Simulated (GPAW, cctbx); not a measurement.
## What do these deviations say about the bonding?

CdSn4, I4/mmm (no. 139), a = 4.8645 Å, b = 4.8645 Å, c = 13.4714 Å, α = 90.00°, β = 90.00°, γ = 90.00°.

| atom | mult. | x | y | z |
| --- | --- | --- | --- | --- |
| Sn1 | 4 | 1/2 | 1/2 | 0.1109 |
| Sn2 | 4 | 1/2 | 0 | 1/4 |
| Cd1 | 2 | 0 | 0 | 0 |

The start was made by putting kin elements into a known structure type; the compound need not exist, or be stable, in this form.

Absolute values of the static structure factors of the conventional cell from DFT (PBE, GPAW) against free spherical atoms, in electrons:

| hkl | d (Å) | free atoms | crystal |
| --- | --- | --- | --- |
| 002 | 6.736 | 65.31 | 65.60 |
| 101 | 4.575 | 51.90 | 52.23 |
| 110 | 3.440 | 84.42 | 84.29 |
| 004 | 3.368 | 94.80 | 94.65 |
| 103 | 3.300 | 169.59 | 169.62 |
| 112 | 3.063 | 282.23 | 282.12 |
| 200 | 2.432 | 396.90 | 396.39 |
| 114 | 2.406 | 232.05 | 231.70 |
| 105 | 2.357 | 225.45 | 224.98 |
| 202 | 2.288 | 53.72 | 53.41 |

**Question.** Which way does charge move, and which reflections show it best?

Project each element's phase sum on the total phase. |F| rises if density moves to atoms that scatter in phase and falls if it moves to atoms that scatter against it; the rule is for low angles, since changes of shape take over beyond. Where all elements are in phase the terms compete, and the compactness of the donor's and the acceptor's density matters too.

| hkl | Sn in phase | Cd in phase | change (e) | (%) |
| --- | --- | --- | --- | --- |
| 002 | +3.3 | -2.0 | +0.29 | +0.4 |
| 101 | +3.1 | -2.0 | +0.33 | +0.6 |
| 110 | 0.0 | +2.0 | -0.12 | -0.1 |
| 004 | +0.2 | +2.0 | -0.15 | -0.2 |
| 103 | +2.0 | +2.0 | +0.03 | 0.0 |
| 112 | +4.7 | +2.0 | -0.11 | 0.0 |
| 200 | +8.0 | +2.0 | -0.51 | -0.1 |
| 114 | +7.8 | -2.0 | -0.35 | -0.2 |

Low-angle reflections that set elements apart and change by more than 0.05 e: 002, 101, 110, 004 and 114 (103 hardly moves and tells little). The signs fit a gain of density on Sn and a loss on Cd, apart from 114. The best witness is 101, +0.6 %, where Sn enters with +3.1. The real-space density agrees: Voronoi charges Sn -0.04, Cd +0.16 e. The shortest bond, Sn–Sn, has Δρ = +0.05 e/Å³ at its midpoint.
